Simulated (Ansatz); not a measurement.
# Na on Pd(111): change of the work function

How does one ordered layer of Na (fcc site) change the work function of Pd(111), and what dipole does each adsorbate carry?

Main program and level: Ansatz 0.2.0; plane-wave DFT, PBE, Ansatz PAW.

## Step 1: Set-up

The cell holds 4 atoms: 4 Pd. Cell: a = 2.751 Å, b = 2.751 Å, c = 24.738 Å, α = 90.0°, β = 90.0°, γ = 60.0°. Vacuum lies along c.

## Step 2: The clean slab

The bare slab comes first, as the zero from which every change is counted. The two lowest layers are held at bulk places and the upper ones relax. The dipole correction removes the false field that a one-sided slab makes across the periodic vacuum, so each face gets a flat vacuum level of its own.

Contents of input.yaml:

```yaml
crystal:
  lattice:
    - [2.7506453788, 0.0, 0.0]
    - [1.3753226894, 2.3821287749, 0.0]
    - [0.0, 0.0, 24.7376776414]
  atoms:
    - { symbol: Pd, position: [0.0, 0.0, 0.3638174986] }
    - { symbol: Pd, position: [0.3333333333, 0.3333333333, 0.4546058329] }
    - { symbol: Pd, position: [0.6666666667, 0.6666666667, 0.5453941671] }
    - { symbol: Pd, position: [0.0, 0.0, 0.6361825014] }
kpoints:
  mp_grid: { grid: [12, 12, 1] }
hamiltonian:
  xc: pbe
scf:
  occupations: { method: fermi_dirac, width: 0.1 }
  convergence: { dr2_threshold: 1.0e-08 }
efield:
  axis: 3
  dipole_correction: true
  ramp_position: 0.97
  ramp_width: 0.06
relax:
  f_tol: 0.02
  max_steps: 60
  constraints: [{ sites: [0, 1] }]
output:
  write_potential: true
  write_density: true
  volumetric_format: npy
```

Launch:

```sh
ansatz run input.yaml --threads 4 --pin off --max-ram 6144MiB --backend cpu --events-out ev --progress --plain --runs-dir out
```

Log:

```text
Engine: ansatz 0.2.0, aarch64-unknown-linux-gnu
Pseudopotentials: kind: paw
Pseudopotential: Pd, paw, valence charge 18, recommended cutoff 420 eV (normal), Pd.paw.azcp
Functional definition: PBE
  parameter kappa = 0.804
  parameter beta = 0.066725
  exchange = pbe_x(kappa = kappa, mu = beta*pi^2/3)
  correlation = pbe_c(beta = beta)
Crystal: 4 atoms, lattice volume = 162.091 Å³
Basis set: ecut = 420 eV, 3173 PW (Γ), exchange–correlation on 40×40×360 points (8 copies of the dense FFT grid, shifted against one another)
Bands: 44, of which v1, the nominal top of the filled ones, is band 36 counted from 1 (35 counted from 0)
Symmetry: 6 space group operations
k-points: 19 of 144 (time reversal used)
Non-local potential: Pd, projectors of the file, l = 0: 2, l = 1: 2, l = 2: 2, l = 3: 1
PAW form: soft (Blöchl's): semilocal exchange-correlation on the pseudo side does not see the compensation charge
PAW one-centre angular grid: Pd, 590 points (default); XC on 64 Gauss nodes
Initial density: superposition of atomic densities (neutral atoms: chi_scale 0, normalization atom), corrected by the library's trained network
Initial wavefunctions: pseudopotential atomic-orbital guess
Functional: x = pbe(κ = 0.804, μ = 0.219515), c = pbe(β = 0.066725)
SCF iter   1: F=—  HF=-27890.455168 eV  |F-HF|=—  |Δ(HF+E_count)|=         —  Δρ=1.07e-2  dr2=1.28e0  ethr=1.77e-3  p=0.000 e·Å  D=6.33e-14 V/Å  ΔV_dip=-0.00 eV  dr2_dipole=3.98e-8  V_vac-E_F(+/−)=4.91/4.91 eV  ⟨swp⟩=8.8  Hψ=3801  notcnv=0  defer=5
efield: sawtooth ramp at fractional position 0.9700 (set: `efield.ramp_position`, or a place that a band, a saddle search or an elastic batch's reference lends), width 0.0600; the density the first Hamiltonian is built on has a dipole p = 0.000 e·Å; the dipole correction subtracts the counter field D = 6.33e-14 V/Å, which shifts the + side's vacuum level by -0.00 eV against the − side's; the planar-averaged density in the ramp window peaks in size at 1.0e-5 e/Å³
preconditioner: auto → LDOS  [metal: Δε(μ)=0.013 eV  Ē_g=7.392 eV  σ=0.100 eV  W_gap=0.03  n_scr=18 (ndim 8)  ℏωp=18.4 eV  f_vac=0.591  D(μ)=8.60/eV (n_scr^D=102)  β→1.0]
SCF iter   2: F=—  HF=-27890.433596 eV  |F-HF|=—  |Δ(HF+E_count)|=   2.16e-2  Δρ=7.31e-3  dr2=1.75e-1  ethr=1.77e-3  p=0.000 e·Å  D=1.46e-6 V/Å  ΔV_dip=-0.00 eV  dr2_dipole=8.34e-8  V_vac-E_F(+/−)=5.24/5.24 eV  ⟨swp⟩=2.3  Hψ=1056  notcnv=0  defer=19
SCF iter   3: F=—  HF=-27890.425873 eV  |F-HF|=—  |Δ(HF+E_count)|=   7.72e-3  Δρ=2.98e-3  dr2=1.13e-1  ethr=2.44e-4  p=-0.000 e·Å  D=-3.12e-6 V/Å  ΔV_dip=0.00 eV  dr2_dipole=6.87e-8  V_vac-E_F(+/−)=5.17/5.17 eV  ⟨swp⟩=2.2  Hψ=1106  notcnv=0  defer=23
SCF iter   4: F=—  HF=-27890.422750 eV  |F-HF|=—  |Δ(HF+E_count)|=   3.12e-3  Δρ=6.69e-4  dr2=1.33e-3  ethr=1.57e-4  p=-0.000 e·Å  D=-9.11e-6 V/Å  ΔV_dip=0.00 eV  dr2_dipole=1.17e-8  V_vac-E_F(+/−)=5.25/5.25 eV  ⟨swp⟩=1.6  Hψ=832  notcnv=0  defer=23
SCF iter   5: F=—  HF=-27890.423193 eV  |F-HF|=—  |Δ(HF+E_count)|=   4.43e-4  Δρ=1.74e-4  dr2=5.12e-5  ethr=1.85e-6  p=-0.000 e·Å  D=-1.21e-6 V/Å  ΔV_dip=0.00 eV  dr2_dipole=2.43e-10  V_vac-E_F(+/−)=5.25/5.25 eV  ⟨swp⟩=2.1  Hψ=1258  notcnv=0  defer=23
SCF iter   6: F=—  HF=-27890.423233 eV  |F-HF|=—  |Δ(HF+E_count)|=   3.95e-5  Δρ=4.92e-5  dr2=8.06e-6  ethr=7.11e-8  p=-0.000 e·Å  D=-9.74e-7 V/Å  ΔV_dip=0.00 eV  dr2_dipole=6.60e-11  V_vac-E_F(+/−)=5.24/5.24 eV  ⟨swp⟩=2.5  Hψ=1397  notcnv=0  defer=23
SCF iter   7: F=—  HF=-27890.423234 eV  |F-HF|=—  |Δ(HF+E_count)|=   1.15e-6  Δρ=1.81e-5  dr2=4.03e-7  ethr=1.12e-8  p=-0.000 e·Å  D=-6.48e-7 V/Å  ΔV_dip=0.00 eV  dr2_dipole=1.00e-11  V_vac-E_F(+/−)=5.24/5.24 eV  ⟨swp⟩=3.2  Hψ=1510  notcnv=0  defer=20
SCF iter   8: F=—  HF=-27890.423235 eV  |F-HF|=—  |Δ(HF+E_count)|=   1.67e-6  Δρ=6.07e-6  dr2=5.44e-8  ethr=5.59e-10  p=-0.000 e·Å  D=-2.98e-7 V/Å  ΔV_dip=0.00 eV  dr2_dipole=2.98e-13  V_vac-E_F(+/−)=5.24/5.24 eV  ⟨swp⟩=2.6  Hψ=1458  notcnv=0  defer=20
SCF iter   9: F=-27890.423236 eV  HF=-27890.423236 eV  |F-HF|=1.10e-8  |Δ(HF+E_count)|=   2.61e-7  Δρ=1.39e-6  dr2=5.24e-9  ethr=1.39e-11  p=-0.000 e·Å  D=-1.17e-7 V/Å  ΔV_dip=0.00 eV  dr2_dipole=1.01e-13  V_vac-E_F(+/−)=5.24/5.24 eV  ⟨swp⟩=9.9  Hψ=5869  notcnv=0
SCF 1 converged in 9 iterations: F = -27890.423236 eV  dr2 = 5.24e-9
  greatest PAW one-centre occupation: 0.999 electrons in one spin orbital (limit 2), on the Pd atom at site 3 (counted from 0), in its partial waves of l = 0
relax step   1: F+E_penalty+E_count = -27890.42323570 eV  Δ(F+E_penalty+E_count) = +0.000e0 eV  max|allowed force component| = 3.166e-1 eV/Å  Δτ_max = 0.0000 Å  (9 SCF iters, accepted)
Initial density: handed on by an earlier stage of this run
Initial wavefunctions: those handed on with the density
iter 1 solved again at ethr=2.12e-4 eV; its pass at ethr=3.10e-3 eV (dr2=1.53e-1 eV) is discarded
SCF iter   1: F=—  HF=-27890.473008 eV  |F-HF|=—  |Δ(HF+E_count)|=         —  Δρ=1.03e-2  dr2=1.69e-1  ethr=2.12e-4  p=-0.000 e·Å  D=-1.13e-6 V/Å  ΔV_dip=0.00 eV  dr2_dipole=2.24e-3  V_vac-E_F(+/−)=5.27/5.27 eV  ⟨swp⟩=1.9  Hψ=3276  notcnv=0  defer=23
efield: sawtooth ramp at fractional position 0.9700 (set: `efield.ramp_position`, or a place that a band, a saddle search or an elastic batch's reference lends), width 0.0600; the density the first Hamiltonian is built on has a dipole p = -0.000 e·Å; the dipole correction subtracts the counter field D = -1.13e-6 V/Å, which shifts the + side's vacuum level by +0.00 eV against the − side's; the planar-averaged density in the ramp window peaks in size at 5.9e-6 e/Å³
preconditioner: auto → LDOS  [metal: Δε(μ)=0.027 eV  Ē_g=7.480 eV  σ=0.100 eV  W_gap=0.07  n_scr=18 (ndim 8)  ℏωp=18.4 eV  f_vac=0.586  D(μ)=8.63/eV (n_scr^D=102)  β→1.0]
SCF iter   2: F=—  HF=-27890.485252 eV  |F-HF|=—  |Δ(HF+E_count)|=   1.22e-2  Δρ=8.04e-3  dr2=2.31e-1  ethr=2.12e-4  p=0.009 e·Å  D=1.02e-2 V/Å  ΔV_dip=-0.25 eV  dr2_dipole=2.06e-2  V_vac-E_F(+/−)=5.00/5.25 eV  ⟨swp⟩=3.1  Hψ=1628  notcnv=0  defer=23
SCF iter   3: F=—  HF=-27890.436922 eV  |F-HF|=—  |Δ(HF+E_count)|=   4.83e-2  Δρ=1.43e-3  dr2=7.38e-3  ethr=2.12e-4  p=-0.000 e·Å  D=-2.15e-5 V/Å  ΔV_dip=0.00 eV  dr2_dipole=1.42e-3  V_vac-E_F(+/−)=5.26/5.25 eV  ⟨swp⟩=2.2  Hψ=1432  notcnv=0  defer=23
SCF iter   4: F=—  HF=-27890.436362 eV  |F-HF|=—  |Δ(HF+E_count)|=   5.60e-4  Δρ=7.26e-4  dr2=1.35e-3  ethr=1.03e-5  p=-0.000 e·Å  D=-2.56e-4 V/Å  ΔV_dip=0.01 eV  dr2_dipole=1.69e-4  V_vac-E_F(+/−)=5.26/5.25 eV  ⟨swp⟩=2.6  Hψ=1517  notcnv=0  defer=23
[...]
SCF iter   9: F=—  HF=-27890.436094 eV  |F-HF|=—  |Δ(HF+E_count)|=   1.66e-6  Δρ=6.83e-6  dr2=2.04e-7  ethr=3.69e-9  p=-0.001 e·Å  D=-1.18e-3 V/Å  ΔV_dip=0.03 eV  dr2_dipole=1.91e-9  V_vac-E_F(+/−)=5.28/5.25 eV  ⟨swp⟩=1.6  Hψ=936  notcnv=0  defer=23
SCF iter  10: F=—  HF=-27890.436094 eV  |F-HF|=—  |Δ(HF+E_count)|=   1.41e-7  Δρ=2.36e-6  dr2=2.45e-8  ethr=2.83e-10  p=-0.001 e·Å  D=-1.18e-3 V/Å  ΔV_dip=0.03 eV  dr2_dipole=5.00e-10  V_vac-E_F(+/−)=5.28/5.25 eV  ⟨swp⟩=1.9  Hψ=1008  notcnv=0  defer=23
SCF iter  11: F=-27890.436094 eV  HF=-27890.436094 eV  |F-HF|=3.60e-9  |Δ(HF+E_count)|=   2.10e-8  Δρ=9.21e-7  dr2=4.42e-9  ethr=1.39e-11  p=-0.001 e·Å  D=-1.17e-3 V/Å  ΔV_dip=0.03 eV  dr2_dipole=6.45e-12  V_vac-E_F(+/−)=5.28/5.25 eV  ⟨swp⟩=9.1  Hψ=5455  notcnv=0
SCF 2 converged in 11 iterations: F = -27890.436094 eV  dr2 = 4.42e-9
  greatest PAW one-centre occupation: 0.999 electrons in one spin orbital (limit 2), on the Pd atom at site 0 (counted from 0), in its partial waves of l = 0
relax step   2: F+E_penalty+E_count = -27890.43609399 eV  Δ(F+E_penalty+E_count) = -1.286e-2 eV  max|allowed force component| = 1.195e-1 eV/Å  Δτ_max = 0.1491 Å  (11 SCF iters, accepted)
SCF iter   1: F=—  HF=-27890.441862 eV  |F-HF|=—  |Δ(HF+E_count)|=         —  Δρ=3.46e-3  dr2=5.32e-2  ethr=1.86e-4  p=-0.001 e·Å  D=-1.17e-3 V/Å  ΔV_dip=0.03 eV  dr2_dipole=1.25e-2  V_vac-E_F(+/−)=5.27/5.24 eV  ⟨swp⟩=3.7  Hψ=1882  notcnv=0  defer=23
efield: sawtooth ramp at fractional position 0.9700 (set: `efield.ramp_position`, or a place that a band, a saddle search or an elastic batch's reference lends), width 0.0600; the density the first Hamiltonian is built on has a dipole p = -0.001 e·Å; the dipole correction subtracts the counter field D = -1.17e-3 V/Å, which shifts the + side's vacuum level by +0.03 eV against the − side's; the planar-averaged density in the ramp window peaks in size at 4.1e-6 e/Å³
preconditioner: auto → LDOS  [metal: Δε(μ)=0.005 eV  Ē_g=7.445 eV  σ=0.100 eV  W_gap=0.01  n_scr=18 (ndim 8)  ℏωp=18.4 eV  f_vac=0.586  D(μ)=8.75/eV (n_scr^D=102)  β→1.0]
SCF iter   2: F=—  HF=-27890.442574 eV  |F-HF|=—  |Δ(HF+E_count)|=   7.12e-4  Δρ=2.46e-3  dr2=2.49e-2  ethr=7.39e-5  p=-0.004 e·Å  D=-4.16e-3 V/Å  ΔV_dip=0.10 eV  dr2_dipole=3.71e-3  V_vac-E_F(+/−)=5.35/5.25 eV  ⟨swp⟩=2.0  Hψ=1476  notcnv=0  defer=23
SCF iter   3: F=—  HF=-27890.438246 eV  |F-HF|=—  |Δ(HF+E_count)|=   4.33e-3  Δρ=5.40e-4  dr2=2.62e-3  ethr=3.45e-5  p=-0.001 e·Å  D=-7.90e-4 V/Å  ΔV_dip=0.02 eV  dr2_dipole=6.99e-4  V_vac-E_F(+/−)=5.27/5.25 eV  ⟨swp⟩=2.0  Hψ=1237  notcnv=0  defer=23
SCF iter   4: F=—  HF=-27890.438154 eV  |F-HF|=—  |Δ(HF+E_count)|=   9.19e-5  Δρ=2.67e-4  dr2=2.39e-4  ethr=3.64e-6  p=-0.001 e·Å  D=-8.37e-4 V/Å  ΔV_dip=0.02 eV  dr2_dipole=2.30e-5  V_vac-E_F(+/−)=5.27/5.25 eV  ⟨swp⟩=2.1  Hψ=1201  notcnv=0  defer=23
SCF iter   5: F=—  HF=-27890.438115 eV  |F-HF|=—  |Δ(HF+E_count)|=   3.93e-5  Δρ=6.91e-5  dr2=2.80e-5  ethr=3.32e-7  p=-0.001 e·Å  D=-7.61e-4 V/Å  ΔV_dip=0.02 eV  dr2_dipole=4.25e-6  V_vac-E_F(+/−)=5.27/5.25 eV  ⟨swp⟩=2.0  Hψ=1164  notcnv=0  defer=23
SCF iter   6: F=—  HF=-27890.438114 eV  |F-HF|=—  |Δ(HF+E_count)|=   9.50e-7  Δρ=3.89e-5  dr2=5.54e-6  ethr=3.89e-8  p=-0.001 e·Å  D=-7.43e-4 V/Å  ΔV_dip=0.02 eV  dr2_dipole=8.65e-8  V_vac-E_F(+/−)=5.27/5.25 eV  ⟨swp⟩=2.1  Hψ=1071  notcnv=0  defer=23
SCF iter   7: F=—  HF=-27890.438111 eV  |F-HF|=—  |Δ(HF+E_count)|=   3.36e-6  Δρ=2.05e-5  dr2=2.14e-6  ethr=7.70e-9  p=-0.001 e·Å  D=-7.64e-4 V/Å  ΔV_dip=0.02 eV  dr2_dipole=1.72e-12  V_vac-E_F(+/−)=5.27/5.25 eV  ⟨swp⟩=1.5  Hψ=905  notcnv=0  defer=23
SCF iter   8: F=—  HF=-27890.438111 eV  |F-HF|=—  |Δ(HF+E_count)|=   1.22e-7  Δρ=8.82e-6  dr2=3.83e-7  ethr=2.97e-9  p=-0.001 e·Å  D=-7.82e-4 V/Å  ΔV_dip=0.02 eV  dr2_dipole=8.94e-11  V_vac-E_F(+/−)=5.27/5.25 eV  ⟨swp⟩=1.6  Hψ=876  notcnv=0  defer=23
SCF iter   9: F=—  HF=-27890.438111 eV  |F-HF|=—  |Δ(HF+E_count)|=   1.20e-7  Δρ=2.88e-6  dr2=3.25e-8  ethr=5.32e-10  p=-0.001 e·Å  D=-7.82e-4 V/Å  ΔV_dip=0.02 eV  dr2_dipole=1.32e-10  V_vac-E_F(+/−)=5.27/5.25 eV  ⟨swp⟩=1.4  Hψ=891  notcnv=0  defer=23
SCF iter  10: F=-27890.438111 eV  HF=-27890.438111 eV  |F-HF|=9.09e-9  |Δ(HF+E_count)|=   6.31e-8  Δρ=1.12e-6  dr2=4.80e-9  ethr=1.39e-11  p=-0.001 e·Å  D=-7.77e-4 V/Å  ΔV_dip=0.02 eV  dr2_dipole=2.32e-11  V_vac-E_F(+/−)=5.27/5.25 eV  ⟨swp⟩=9.2  Hψ=5451  notcnv=0
SCF 3 converged in 10 iterations: F = -27890.438111 eV  dr2 = 4.80e-9
relax step   3: F+E_penalty+E_count = -27890.43811104 eV  Δ(F+E_penalty+E_count) = -2.017e-3 eV  max|allowed force component| = 1.002e-2 eV/Å  Δτ_max = 0.0431 Å  (10 SCF iters, accepted)
NSCF: frozen V_eff on 19 k-points
the band table was solved once a step of the walk had ended and its energy, with any forces and stress, was formed, with the checks that follow a solve (4651 applications of the Hamiltonian). They found nothing against the state; the energy, forces and stress were not computed again (output.eigenvalues in the input reference)
WARN: The input density's exchange-correlation potential varies sharply where the density is thin. Do not read a vacuum level from v_tot or v_xc, or from such a field of the output density. On a cell that repeats whose density bears no net charge and no dipole along the vacuum's axis use v_es (v_loc + v_h of the components); under efield.dipole_correction with no amplitude use v_es + v_field, which holds any external [...]
SCF converged after 10 iterations
Free energy (F): -27890.438111 eV
Harris-Foulkes:  -27890.438111 eV  (|F-HF|=9.09e-9)
Internal energy: -27890.160758 eV  (E = F + TS)
E sigma→0 (E₀):  -27890.299434 eV
Entropy (-TS):   -0.277353 eV (-69.338 meV/atom)
Fermi energy:    3.865219 eV
Dipole field:    D = -0.000784 V/Å  (p = -0.000703 e·Å, saw-weighted, corrected)
Work function:   Φ+ = 5.2682 eV   Φ− = 5.2488 eV
Levels:          The Fermi level and band energies are counted from a zero that moves with the ramp; work functions are not
--- Per-component energies (eV) ---
  E_band       = -1676.700701
  E_kinetic    = 2053.458324
  E_local      = -127765.328557  (includes V_loc(G=0)·N_el)
  E_nonlocal   = 869.748791
  E_hartree    = 62664.014762
  E_xc         = -672.789627
  E_vxc        = -843.766960  (∫ρ·V_xc dr)
  E_paw        = -15001.631602  (= ΣΔE_a)
  E_vpaw       = -1318.850886  (= ΣTr[D̂ρ^β])
  E_aug_tail   = 0.000881  (compensation charges beyond the density's cutoff)
  E_efield     = 0.000000  (sawtooth field / dipole correction)
  E_vefield    = 0.002175  (∫n·V_field dr)
  E_ewald      = 49962.366270
  E_smearing   = -0.277353  (= −TS)
  E_closure    = -0.000000  (closes the sum)
  Σ components = -27890.438111   (vs F -27890.438111, Δ=0.00e0)
--- Forces (eV/Å), atoms counted from 1 ---
  atom   1  Pd     0.00000000    -0.00000000    -0.31322260
  atom   2  Pd    -0.00000000    -0.00000000     0.30972277
  atom   3  Pd     0.00000000     0.00000000    -0.00649868
  atom   4  Pd     0.00000000     0.00000000     0.01001665
  max |Σ_I F_I| component: 1.81e-5 eV/Å
--- Band table (eV; the first three rows and the last of 19) ---
  k-point 0: bands = [... 32 lower, 2.6989, 2.9476, 2.9476, 3.4679, 3.4679, 3.7710, 3.7710, 4.2819, ... 4 higher]
  k-point 1: bands = [... 32 lower, 2.6192, 2.9508, 2.9602, 3.1225, 3.4642, 3.5262, 3.7785, 4.8762, ... 4 higher]
  k-point 2: bands = [... 32 lower, 2.5130, 2.5291, 2.9094, 2.9320, 3.4494, 3.7948, 4.0102, 5.8227, ... 4 higher]
  k-point 18: bands = [... 32 lower, 3.3435, 3.5770, 3.6104, 3.6222, 10.1875, 10.3728, 10.3815, 11.0947, ... 4 higher]
--- Relaxed structure (3 steps of the walk, 3 accepted, 0 SCFs on fresh bases) ---
  F+E_penalty+E_count = -27890.43811104 eV   max|allowed force component| = 1.002e-2 eV/Å
  atoms:
    - { symbol: Pd, position: [0.0, 0.0, 0.3638174986] }
    - { symbol: Pd, position: [0.333333, 0.333333, 0.454606] }
    - { symbol: Pd, position: [0.666667, 0.666667, 0.547339] }
    - { symbol: Pd, position: [0, 0, 0.640465] }
```

Run time: 12 s. Hardware: 4 threads of Arm Neoverse V1, shared host; peak memory 0.5 GiB; 43 s of CPU time.

The steps of the relaxation:

```csv
step,energy less that of the first step (eV),largest force component (eV/Å)
1,0.0000,0.3166
2,-0.0129,0.1195
3,-0.0149,0.0100
```

Forces are held to the 6 operations that the program found; a distortion that breaks them can't arise in this run.

The atoms that moved most (Å):

| atom | dx | dy | dz | length |
| --- | --- | --- | --- | --- |
| Pd4 | 0.000 | 0.000 | 0.106 | 0.106 |
| Pd3 | 0.000 | 0.000 | 0.048 | 0.048 |

The relaxed structure:

```cif
data_structure
_symmetry_space_group_name_H-M 'P 1'
_symmetry_Int_Tables_number 1
_cell_length_a 2.7506
_cell_length_b 2.7506
_cell_length_c 24.7377
_cell_angle_alpha 90.000
_cell_angle_beta 90.000
_cell_angle_gamma 60.000
_cell_volume 162.09
loop_
_atom_site_label
_atom_site_type_symbol
_atom_site_fract_x
_atom_site_fract_y
_atom_site_fract_z
_atom_site_occupancy
Pd1 Pd 0.00000 0.00000 0.36382 1
Pd2 Pd 0.33333 0.33333 0.45461 1
Pd3 Pd 0.66667 0.66667 0.54734 1
Pd4 Pd 0.00000 0.00000 0.64047 1
```

Numbers from this step:

* energy at zero smearing: -27890.2994 eV
* work function, upper face: 5.268 eV
* dipole along the normal: -7.03e-4 e·Å

Running mean over 2.246 Å of the planar mean; the ramp of the sawtooth is left out. Table of electron's electrostatic potential energy less the Fermi level by z:

```
z (Å)  electron's electrostatic potential energy less the Fermi level (eV)
    4                                                                 5.25
    5                                                                 5.25
    6                                                                 5.19
    7                                                                 4.40
    8                                                                -3.11
    9                                                                -8.25
   10                                                                -8.48
   11                                                                -8.56
   12                                                                -8.24
   13                                                                -8.35
   14                                                                -8.28
   15                                                                -7.94
   16                                                                -8.01
   17                                                                -1.45
   18                                                                 4.73
   19                                                                 5.23
   20                                                                 5.27
   21                                                                 5.27
```

The relaxation took 3 steps and lowered the energy by 0.015 eV; the largest force on the free atoms ends at 0.010 eV/Å.

The work function of the upper face is 5.27 eV.

(Part 1 of 2 ends here.)

[Long decimals in the printed logs are rounded to 6 places.]

[Logs are printed without paths, hosts, clocks, repeated set-up lines and the standing remarks that a program may print on its own settings, such as how far it seeks lower states.]

[Hosts, paths, dates, database ids (printed as entryN), source tags and the programs' standing remarks are cut or masked in the printed files.]

[Maps of the electrostatic potential energy from Ansatz leave out the sawtooth potential of an applied field or a dipole correction, so their vacuum need not be flat; planar profiles and work functions include it.]
